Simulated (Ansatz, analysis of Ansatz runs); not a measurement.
**A hop of Li in AlBO3 (R-3c), charge 0**

Aim: the barrier of one jump in AlBO3 (R-3c) at charge 0: Li_i hop between interstitial places. The model is a cell of 80 host atoms with 1 Li put in; Li is the atom that moves.

Program: Ansatz 0.2.0. Level of theory: plane-wave PAW DFT, PBEsol; nudged elastic band between two relaxed defect structures. Values are calculated unless marked as measured.

### Step 1. The system as given

The cell holds 81 atoms: 16 Al, 16 B, 48 O and 1 Li. Cell: a = 10.516 Å, b = 10.516 Å, c = 10.516 Å, α = 50.4°, β = 50.4°, γ = 50.4°. It derives from AlBO3 (space group R-3c). Nearest the centre at fractional (0.378, 0.378, 0.128): O6 at 0.86 Å, Li81 at 1.40 Å, Al61 at 1.68 Å, Al2 at 1.78 Å, O40 at 1.96 Å, O5 at 1.96 Å, B23 at 2.24 Å, B43 at 2.24 Å.

The cell's shortest repeat is 9.0 Å.

### Step 2. Relaxation of the start point, charge 0

The ends come first: from an unrelaxed start the top is counted from too high an energy, and the barrier comes out too low. Small random displacements break the symmetry of the ideal sites, so that the defect can distort if it gains by it. The cell holds an odd number of electrons, so the run is spin-polarised with the moment held at 1 μB.

Input file q0_M1.start/input.yaml:

```yaml
crystal:
  lattice:
    - [4.47530425, 2.58381811, 9.15826506]
    - [-4.47530425, 2.58381811, 9.15826506]
    - [0.0, -5.16763623, 9.15826506]
  atoms:
    - { symbol: Al, position: [0.0, 0.0, 0.0] }
    - { symbol: Al, position: [0.25, 0.25, 0.25] }
    - { symbol: B, position: [0.125, 0.125, 0.125] }
    - { symbol: B, position: [0.375, 0.375, 0.375] }
    - { symbol: O, position: [0.125, 0.47063163, 0.27936837] }
    - { symbol: O, position: [0.47063163, 0.27936837, 0.125] }
    - { symbol: O, position: [0.22063163, 0.375, 0.02936837] }
    - { symbol: O, position: [0.375, 0.02936837, 0.22063163] }
    - { symbol: O, position: [0.02936837, 0.22063163, 0.375] }
    - { symbol: O, position: [0.27936837, 0.125, 0.47063163] }
    - { symbol: Al, position: [0.0, 0.0, 0.5] }
    - { symbol: Al, position: [0.25, 0.25, 0.75] }
    - { symbol: B, position: [0.125, 0.125, 0.625] }
    - { symbol: B, position: [0.375, 0.375, 0.875] }
    - { symbol: O, position: [0.125, 0.47063163, 0.77936837] }
    - { symbol: O, position: [0.47063163, 0.27936837, 0.625] }
    - { symbol: O, position: [0.22063163, 0.375, 0.52936837] }
    - { symbol: O, position: [0.375, 0.02936837, 0.72063163] }
    - { symbol: O, position: [0.02936837, 0.22063163, 0.875] }
    - { symbol: O, position: [0.27936837, 0.125, 0.97063163] }
    - { symbol: Al, position: [0.0, 0.5, 0.0] }
    - { symbol: Al, position: [0.25, 0.75, 0.25] }
    - { symbol: B, position: [0.125, 0.625, 0.125] }
    - { symbol: B, position: [0.375, 0.875, 0.375] }
    - { symbol: O, position: [0.125, 0.97063163, 0.27936837] }
    - { symbol: O, position: [0.47063163, 0.77936837, 0.125] }
    - { symbol: O, position: [0.22063163, 0.875, 0.02936837] }
    - { symbol: O, position: [0.375, 0.52936837, 0.22063163] }
    - { symbol: O, position: [0.02936837, 0.72063163, 0.375] }
    - { symbol: O, position: [0.27936837, 0.625, 0.47063163] }
    - { symbol: Al, position: [0.0, 0.5, 0.5] }
    - { symbol: Al, position: [0.25, 0.75, 0.75] }
    - { symbol: B, position: [0.125, 0.625, 0.625] }
    - { symbol: B, position: [0.375, 0.875, 0.875] }
    - { symbol: O, position: [0.125, 0.97063163, 0.77936837] }
    - { symbol: O, position: [0.47063163, 0.77936837, 0.625] }
    - { symbol: O, position: [0.22063163, 0.875, 0.52936837] }
    - { symbol: O, position: [0.375, 0.52936837, 0.72063163] }
    - { symbol: O, position: [0.02936837, 0.72063163, 0.875] }
    - { symbol: O, position: [0.27936837, 0.625, 0.97063163] }
    - { symbol: Al, position: [0.5, 0.0, 0.0] }
    - { symbol: Al, position: [0.75, 0.25, 0.25] }
    - { symbol: B, position: [0.625, 0.125, 0.125] }
    - { symbol: B, position: [0.875, 0.375, 0.375] }
    - { symbol: O, position: [0.625, 0.47063163, 0.27936837] }
    - { symbol: O, position: [0.97063163, 0.27936837, 0.125] }
    - { symbol: O, position: [0.72063163, 0.375, 0.02936837] }
    - { symbol: O, position: [0.875, 0.02936837, 0.22063163] }
    - { symbol: O, position: [0.52936837, 0.22063163, 0.375] }
    - { symbol: O, position: [0.77936837, 0.125, 0.47063163] }
    - { symbol: Al, position: [0.5, 0.0, 0.5] }
    - { symbol: Al, position: [0.75, 0.25, 0.75] }
    - { symbol: B, position: [0.625, 0.125, 0.625] }
    - { symbol: B, position: [0.875, 0.375, 0.875] }
    - { symbol: O, position: [0.625, 0.47063163, 0.77936837] }
    - { symbol: O, position: [0.97063163, 0.27936837, 0.625] }
    - { symbol: O, position: [0.72063163, 0.375, 0.52936837] }
    - { symbol: O, position: [0.875, 0.02936837, 0.72063163] }
    - { symbol: O, position: [0.52936837, 0.22063163, 0.875] }
    - { symbol: O, position: [0.77936837, 0.125, 0.97063163] }
    - { symbol: Al, position: [0.5, 0.5, 0.0] }
    - { symbol: Al, position: [0.75, 0.75, 0.25] }
    - { symbol: B, position: [0.625, 0.625, 0.125] }
    - { symbol: B, position: [0.875, 0.875, 0.375] }
    - { symbol: O, position: [0.625, 0.97063163, 0.27936837] }
    - { symbol: O, position: [0.97063163, 0.77936837, 0.125] }
    - { symbol: O, position: [0.72063163, 0.875, 0.02936837] }
    - { symbol: O, position: [0.875, 0.52936837, 0.22063163] }
    - { symbol: O, position: [0.52936837, 0.72063163, 0.375] }
    - { symbol: O, position: [0.77936837, 0.625, 0.47063163] }
    - { symbol: Al, position: [0.5, 0.5, 0.5] }
    - { symbol: Al, position: [0.75, 0.75, 0.75] }
    - { symbol: B, position: [0.625, 0.625, 0.625] }
    - { symbol: B, position: [0.875, 0.875, 0.875] }
    - { symbol: O, position: [0.625, 0.97063163, 0.77936837] }
    - { symbol: O, position: [0.97063163, 0.77936837, 0.625] }
    - { symbol: O, position: [0.72063163, 0.875, 0.52936837] }
    - { symbol: O, position: [0.875, 0.52936837, 0.72063163] }
    - { symbol: O, position: [0.52936837, 0.72063163, 0.875] }
    - { symbol: O, position: [0.77936837, 0.625, 0.97063163] }
    - { symbol: Li, position: [0.314393, 0.314393, 0.314393] }
basis:
  ecutwfc: 420
  xc_grid: 2
hamiltonian:
  xc: pbesol
kpoints:
  mp_grid: { grid: [1, 1, 1], shift: [0.25, 0.25, 0.25] }
magnetization:
  spin_polarized: true
  initial_magnetization: 1
  spin_locking: { lock_magnetization: hard }
scf:
  occupations: { method: fixed }
  max_iter: 100
output:
  forces: true
relax:
  f_tol: 0.02
  max_steps: 70
  random_displacement: { amplitude: 0.03, seed: 5734 }
```

Run with:

```bash
> ansatz run input.yaml --threads 4 --pin off --max-ram 14131MiB --backend cpu --events-out ev --progress --plain --runs-dir out
```

Standard output:

```text
The last accepted step is kept in <dir> (removed where the run ends without a failure and the disk answers)
Engine: ansatz 0.2.0, aarch64-unknown-linux-gnu
Pseudopotentials: kind: paw
Pseudopotential: Al, paw, valence charge 3, recommended cutoff 420 eV (normal), Al.paw.azcp
Pseudopotential: B, paw, valence charge 3, recommended cutoff 420 eV (normal), B.paw.azcp
Pseudopotential: O, paw, valence charge 6, recommended cutoff 420 eV (normal), O.paw.azcp
Pseudopotential: Li, paw, valence charge 3, recommended cutoff 420 eV (normal), Li.paw.azcp
Functional definition: PBEsol
  exchange = pbesol_x
  correlation = pbesol_c
Crystal: 81 atoms, lattice volume = 635.403 Å³
Basis set: ecut = 420 eV, 12439 PW (Γ), exchange–correlation on 144×144×144 points (8 copies of the dense FFT grid, shifted against one another)
Bands: 275, of which v1, the nominal top of the filled ones, is band 194 counted from 1 (193 counted from 0)
Symmetry: 1 space group operations
k-points: 1
Non-local potential: Al, projectors of the file, l = 0: 2, l = 1: 2, l = 2: 1
Non-local potential: B, projectors of the file, l = 0: 2, l = 1: 2, l = 2: 1
Non-local potential: O, projectors of the file, l = 0: 2, l = 1: 2, l = 2: 1
Non-local potential: Li, projectors of the file, l = 0: 3, l = 1: 2, l = 2: 1
PAW form: soft (Blöchl's): semilocal exchange-correlation on the pseudo side does not see the compensation charge
PAW frozen core: Al, regenerated for the run's functional, and the local potential with it (the file was generated under x = pbe(κ = 0.804, μ = 0.219515), c = pbe(β = 0.066725))
PAW frozen core: B, regenerated for the run's functional, and the local potential with it (the file was generated under x = pbe(κ = 0.804, μ = 0.219515), c = pbe(β = 0.066725))
PAW frozen core: O, regenerated for the run's functional, and the local potential with it (the file was generated under x = pbe(κ = 0.804, μ = 0.219515), c = pbe(β = 0.066725))
PAW one-centre angular grid: Al, 110 points (default); XC on 64 Gauss nodes
PAW one-centre angular grid: B, 110 points (default); XC on 64 Gauss nodes
PAW one-centre angular grid: O, 110 points (default); XC on 64 Gauss nodes
PAW one-centre angular grid: Li, 110 points (default); XC on 64 Gauss nodes
Initial density: superposition of atomic densities (chi_scale 0.1, normalization cell, long waves kept (reshape's long-wave potential 0.22 eV rms))
Starting moments: Σ|m| = 1 μB on 81 of 81 sites
Initial wavefunctions: pseudopotential atomic-orbital guess
Functional: x = pbesol(κ = 0.804, μ = 0.123457), c = pbesol(β = 0.046)
SCF iter   1: F=—  HF=-38081.810423 eV  |F-HF|=—  |Δ(HF+E_count)|=         —  Δρ=6.46e-2 (↑6.46e-2 ↓6.39e-2)  dr2=9.78e1  dr2_m=2.81e-1  M=1.000 μB ∫|m|=1.015 μB  β_m=0.30  ethr=3.10e-3  ⟨swp⟩=4.0  Hψ=1696  notcnv=0  defer=154
preconditioner: auto → Resta (q_TF=auto, 2.512 Å⁻¹)  ε∞=3.4  [insulator: Δε(μ)=2.108 eV  Ē_g=18.820 eV  n_scr=180 (ndim 8)  ℏωp=28.9 eV  f_vac=0.000  ε∞_Penn≈3.4]
spin=Collinear: Resta preconditioning applied to the charge; magnetization (m = ρ↑ − ρ↓) channel mixes plain (no charge-response kernel on spin).
SCF iter   2: F=—  HF=-38059.869354 eV  |F-HF|=—  |Δ(HF+E_count)|=    2.19e1  Δρ=3.44e-2 (↑3.44e-2 ↓3.42e-2)  dr2=2.86e1  dr2_m=9.14e-2  M=1.000 μB ∫|m|=1.011 μB  β_m=0.45  ethr=3.10e-3  ⟨swp⟩=2.5  Hψ=965  notcnv=0  defer=151
SCF iter   3: F=—  HF=-38052.279134 eV  |F-HF|=—  |Δ(HF+E_count)|=    7.59e0  Δρ=1.40e-2 (↑1.40e-2 ↓1.28e-2)  dr2=2.53e0  dr2_m=5.53e-2  M=1.000 μB ∫|m|=1.043 μB  β_m=0.62  ethr=3.10e-3  ⟨swp⟩=3.0  Hψ=1091  notcnv=0  defer=155
SCF iter   4: F=—  HF=-38051.950326 eV  |F-HF|=—  |Δ(HF+E_count)|=   3.29e-1  Δρ=6.08e-3 (↑6.08e-3 ↓3.69e-3)  dr2=6.86e-1  dr2_m=2.92e-2  M=1.000 μB ∫|m|=1.095 μB  β_m=0.57  ethr=6.53e-4  ⟨swp⟩=3.0  Hψ=1168  notcnv=0  defer=158
SCF iter   5: F=—  HF=-38051.878797 eV  |F-HF|=—  |Δ(HF+E_count)|=   7.15e-2  Δρ=1.22e-3 (↑1.22e-3 ↓1.09e-3)  dr2=2.62e-2  dr2_m=5.94e-4  M=1.000 μB ∫|m|=1.101 μB  β_m=0.76  ethr=1.77e-4  ⟨swp⟩=3.0  Hψ=582  notcnv=0  defer=159
SCF iter   6: F=—  HF=-38051.883923 eV  |F-HF|=—  |Δ(HF+E_count)|=   5.13e-3  Δρ=4.30e-4 (↑4.30e-4 ↓4.01e-4)  dr2=3.49e-3  dr2_m=1.26e-4  M=1.000 μB ∫|m|=1.118 μB  β_m=0.68  ethr=6.77e-6  ⟨swp⟩=3.0  Hψ=827  notcnv=0  defer=159
SCF iter   7: F=—  HF=-38051.883163 eV  |F-HF|=—  |Δ(HF+E_count)|=   7.60e-4  Δρ=1.75e-4 (↑1.75e-4 ↓1.07e-4)  dr2=5.12e-4  dr2_m=2.78e-5  M=1.000 μB ∫|m|=1.121 μB  β_m=0.84  ethr=9.02e-7  ⟨swp⟩=2.0  Hψ=860  notcnv=0  defer=159
SCF iter   8: F=—  HF=-38051.883192 eV  |F-HF|=—  |Δ(HF+E_count)|=   2.92e-5  Δρ=5.16e-5 (↑5.16e-5 ↓4.76e-5)  dr2=5.60e-5  dr2_m=2.73e-6  M=1.000 μB ∫|m|=1.124 μB  β_m=0.85  ethr=1.32e-7  ⟨swp⟩=2.0  Hψ=737  notcnv=0  defer=159
SCF iter   9: F=—  HF=-38051.883190 eV  |F-HF|=—  |Δ(HF+E_count)|=   1.31e-6  Δρ=1.42e-5 (↑1.42e-5 ↓1.34e-5)  dr2=4.30e-6  dr2_m=1.60e-7  M=1.000 μB ∫|m|=1.125 μB  β_m=0.82  ethr=2.58e-9  ⟨swp⟩=3.5  Hψ=1400  notcnv=0
SCF iter  10: F=-38051.883190 eV  HF=-38051.883190 eV  |F-HF|=3.81e-7  |Δ(HF+E_count)|=   2.75e-7  Δρ=5.71e-6 (↑5.71e-6 ↓5.30e-6)  dr2=5.21e-7  dr2_m=6.13e-9  M=1.000 μB ∫|m|=1.125 μB  ethr=1.11e-9  ⟨swp⟩=3.0  Hψ=1234  notcnv=0
SCF 1 converged in 10 iterations: F = -38051.883190 eV  dr2 = 5.21e-7
  greatest PAW one-centre occupation: 1.002 electrons in one spin orbital (limit 2), on the Li atom at site 80 (counted from 0), in its partial waves of l = 0
relax step   1: F+E_penalty+E_count = -38051.88318973 eV  Δ(F+E_penalty+E_count) = +0.000e0 eV  max|allowed force component| = 6.230e0 eV/Å  Δτ_max = 0.0000 Å  (10 SCF iters, dr2 threshold 1.00e-5 eV, accepted)
[... the SCF cycles and remarks between the steps are left out from here to the last step ...]
relax step   2: F+E_penalty+E_count = -38053.40171619 eV  Δ(F+E_penalty+E_count) = -1.519e0 eV  max|allowed force component| = 4.639e0 eV/Å  Δτ_max = 0.1148 Å  (6 SCF iters, dr2 threshold 1.00e-4 eV, accepted)
relax step   3: F+E_penalty+E_count = -38054.70147599 eV  Δ(F+E_penalty+E_count) = -1.300e0 eV  max|allowed force component| = 1.710e0 eV/Å  Δτ_max = 0.1963 Å  (7 SCF iters, dr2 threshold 1.00e-4 eV, accepted)
relax step   4: F+E_penalty+E_count = -38055.08125716 eV  Δ(F+E_penalty+E_count) = -3.798e-1 eV  max|allowed force component| = 7.922e-1 eV/Å  Δτ_max = 0.1961 Å  (7 SCF iters, dr2 threshold 1.00e-4 eV, accepted)
relax step   5: F+E_penalty+E_count = -38055.14091019 eV  Δ(F+E_penalty+E_count) = -5.965e-2 eV  max|allowed force component| = 5.948e-1 eV/Å  Δτ_max = 0.0922 Å  (6 SCF iters, dr2 threshold 8.53e-5 eV, accepted)
relax step   6: F+E_penalty+E_count = -38055.20653310 eV  Δ(F+E_penalty+E_count) = -6.562e-2 eV  max|allowed force component| = 2.087e-1 eV/Å  Δτ_max = 0.0355 Å  (5 SCF iters, dr2 threshold 7.59e-5 eV, accepted)
relax step   7: F+E_penalty+E_count = -38055.21380496 eV  Δ(F+E_penalty+E_count) = -7.272e-3 eV  max|allowed force component| = 5.914e-2 eV/Å  Δτ_max = 0.0162 Å  (5 SCF iters, dr2 threshold 5.37e-6 eV, accepted)
relax step   8: F+E_penalty+E_count = -38055.21415335 eV  Δ(F+E_penalty+E_count) = -3.484e-4 eV  max|allowed force component| = 2.316e-2 eV/Å  Δτ_max = 0.0028 Å  (6 SCF iters, accepted)
SCF iter   1: F=—  HF=-38055.214675 eV  |F-HF|=—  |Δ(HF+E_count)|=         —  Δρ=8.13e-5 (↑8.13e-5 ↓7.97e-5)  dr2=1.07e-4  dr2_m=3.61e-6  M=1.000 μB ∫|m|=1.058 μB  β_m=0.30  ethr=2.47e-7  ⟨swp⟩=2.5  Hψ=972  notcnv=0  defer=159
SCF iter   2: F=—  HF=-38055.214655 eV  |F-HF|=—  |Δ(HF+E_count)|=   1.98e-5  Δρ=5.69e-5 (↑5.69e-5 ↓5.47e-5)  dr2=4.71e-5  dr2_m=2.05e-6  M=1.000 μB ∫|m|=1.058 μB  β_m=0.59  ethr=2.77e-8  ⟨swp⟩=1.5  Hψ=567  notcnv=0  defer=146
SCF iter   3: F=—  HF=-38055.214217 eV  |F-HF|=—  |Δ(HF+E_count)|=   4.38e-4  Δρ=1.10e-5 (↑1.10e-5 ↓1.03e-5)  dr2=1.69e-6  dr2_m=7.27e-8  M=1.000 μB ∫|m|=1.058 μB  β_m=0.62  ethr=1.22e-8  ⟨swp⟩=2.0  Hψ=728  notcnv=0  defer=146
SCF iter   4: F=—  HF=-38055.214217 eV  |F-HF|=—  |Δ(HF+E_count)|=   1.21e-7  Δρ=3.42e-6 (↑3.15e-6 ↓3.42e-6)  dr2=1.84e-7  dr2_m=6.26e-9  M=1.000 μB ∫|m|=1.058 μB  β_m=0.70  ethr=4.37e-10  ⟨swp⟩=2.5  Hψ=764  notcnv=0  defer=146
SCF iter   5: F=-38055.214217 eV  HF=-38055.214217 eV  |F-HF|=6.92e-9  |Δ(HF+E_count)|=   8.49e-9  Δρ=1.11e-6 (↑1.11e-6 ↓9.48e-7)  dr2=2.09e-8  dr2_m=6.53e-10  M=1.000 μB ∫|m|=1.058 μB  ethr=2.58e-11  ⟨swp⟩=3.0  Hψ=1273  notcnv=0
SCF 9 converged in 5 iterations: F = -38055.214217 eV  dr2 = 2.09e-8
relax step   9: F+E_penalty+E_count = -38055.21421734 eV  Δ(F+E_penalty+E_count) = -6.399e-5 eV  max|allowed force component| = 1.680e-2 eV/Å  Δτ_max = 0.0020 Å  (5 SCF iters, accepted)
SCF converged after 5 iterations
Magnetization: 1.0000 μB (194.0000 up, 193.0000 down)
Absolute magnetization: 1.0612 μB (∫|ρ↑−ρ↓|, with the PAW one-centre terms)
Spin contamination: 0.0025 ħ² per cell (⟨S²⟩ above its minimum at these occupations)
Per-site moments (μB) at R_I (Å): [(0.000653726, 0.791914), (0.000764092, 0.764991), (0.000443521, 0.569992), [... 78 left out ...]
Free energy (F): -38055.214217 eV
Harris-Foulkes:  -38055.214217 eV  (|F-HF|=6.92e-9)
Internal energy: -38055.214217 eV  (E = F + TS)
E sigma→0 (E₀):  -38055.214217 eV
Fermi energy:    12.265178 (↑ 12.265178, ↓ 7.257237) eV
--- Per-component energies (eV) ---
  E_band       = -54.637403
  E_kinetic    = 9775.752947
  E_local      = -16547.162820  (includes V_loc(G=0)·N_el)
  E_nonlocal   = 2628.770366
  E_hartree    = 5794.648459
  E_xc         = -4685.639474
  E_vxc        = -5627.687444  (∫ρ·V_xc dr)
  E_paw        = -15855.380133  (= ΣΔE_a)
  E_vpaw       = -1873.729735  (= ΣTr[D̂ρ^β])
  E_aug_tail   = 0.122493  (compensation charges beyond the density's cutoff)
  E_ewald      = -19168.561474
  E_core_change = 2.235419  (= ΣΔE_core)
  E_smearing   = -0.000000  (= −TS)
  E_closure    = -0.000000  (closes the sum)
  Σ components = -38055.214217   (vs F -38055.214217, Δ=0.00e0)
--- Forces (eV/Å), atoms counted from 1 ---
  atom   1  Al    -0.00036958     0.00017896     0.00174831
  atom   2  Al     0.00165111     0.00168515     0.00277387
  [... 2 atoms left out ...]
  atom   5  O      0.00114562     0.00097793    -0.00545323
  atom   6  O     -0.00766200     0.00146580    -0.00307625
  atom   7  O     -0.00124266    -0.01277071     0.00080016
  [... 15 atoms left out ...]
  atom  23  B     -0.00010294     0.00124960     0.00477656
  [... 4 atoms left out ...]
  atom  28  O      0.00913995    -0.01136315    -0.00230148
  [... 11 atoms left out ...]
  atom  40  O     -0.00422627    -0.00112301    -0.00231568
  [... 2 atoms left out ...]
  atom  43  B      0.00235914    -0.00207879     0.00433133
  [... 17 atoms left out ...]
  atom  61  Al     0.00313032     0.00337674     0.00087676
  [... 19 atoms left out ...]
  atom  81  Li     0.00053136    -0.00008962    -0.00209926
  max |Σ_I F_I| component: 1.03e-5 eV/Å
--- Relaxed structure (9 steps of the walk, 9 accepted, 0 SCFs on fresh bases) ---
  F+E_penalty+E_count = -38055.21421734 eV   max|allowed force component| = 1.680e-2 eV/Å
  atoms:
    - { symbol: Al, position: [-0.000552, -0.000371, -0.000297] }
    - { symbol: Al, position: [0.242656, 0.242845, 0.242923] }
    [... 2 atoms left out ...]
    - { symbol: O, position: [0.124865, 0.467454, 0.278227] }
    - { symbol: O, position: [0.467281, 0.278116, 0.125125] }
    - { symbol: O, position: [0.218822, 0.374411, 0.026053] }
    [... 15 atoms left out ...]
    - { symbol: B, position: [0.124860, 0.624182, 0.123420] }
    [... 4 atoms left out ...]
    - { symbol: O, position: [0.376786, 0.531121, 0.219241] }
    [... 11 atoms left out ...]
    - { symbol: O, position: [0.279196, 0.624128, 0.969752] }
    [... 2 atoms left out ...]
    - { symbol: B, position: [0.624009, 0.123348, 0.125095] }
    [... 17 atoms left out ...]
    - { symbol: Al, position: [0.501077, 0.503510, -0.002258] }
    [... 19 atoms left out ...]
    - { symbol: Li, position: [0.325579, 0.325755, 0.325809] }
```

Run time: 1.9 min. Hardware: 4 threads of Arm Neoverse V2, shared host; peak memory 1.8 GiB.

In the SCF lines HF is the Harris–Foulkes energy and dr2 the Hartree energy of the density residual, in eV; the loop may stop once dr2 is under the threshold and the program's other checks hold. Hψ counts applications of the Hamiltonian.

Step by step:

```csv
step,energy less that of the first step (eV),largest force component (eV/Å)
1,0.0000,6.2300
2,-1.5185,4.6390
3,-2.8183,1.7104
4,-3.1981,0.7922
5,-3.2577,0.5948
6,-3.3233,0.2087
7,-3.3306,0.0591
8,-3.3310,0.0232
9,-3.3310,0.0168
```

The atoms that moved most (Å, from the sites as typed, ahead of the random displacement, the mean shift of all atoms taken out):

```csv
atom,dx,dy,dz,length
B4,0.000,0.000,0.493,0.493
Li81,0.000,0.000,0.314,0.314
Al2,0.000,0.000,-0.195,0.195
O16,0.016,-0.037,0.056,0.069
O30,-0.040,0.005,0.056,0.069
O45,0.024,0.032,0.056,0.069
O9,-0.008,-0.010,-0.050,0.051
O7,-0.005,0.012,-0.050,0.051
```

Neighbours of Li81 at the end:

```csv
atom,distance (Å)
O5,1.819
O10,1.819
O6,1.819
B4,1.844
O17,1.959
O28,1.959
O49,1.959
Al2,2.278
```

Numbers from this step:

```yaml
free_energy: -38055.2142 eV
total_moment: 1 μB
integral_of_the_absolute_spin_density: 1.061 μB
spin_contamination: 0.002503
r_m_s_move_of_the_farther_half_of_the_atoms: 0.02529 Å
largest_move_from_the_ideal_geometry_of_this_structure_a_common_shift_of_the_far_atoms_taken_out: 0.5031 Å
```

The relaxation gained 3.331 eV and ended with a largest force component of 0.017 eV/Å.

(Continued in part 2 of 4.)

[Long decimals in the printed logs are rounded to 6 places.]

[Repeated set-up lines and some long k-point lines are left out of the logs, and relaxed atomic positions are cut to six decimals.]

[Logs are printed without paths, hosts, clocks, repeated set-up lines and the standing remarks that a program may print on its own settings, such as how far it seeks lower states.]

[Hosts, paths, dates, database ids (printed as entryN), source tags and the programs' standing remarks are cut or masked in the printed files.]
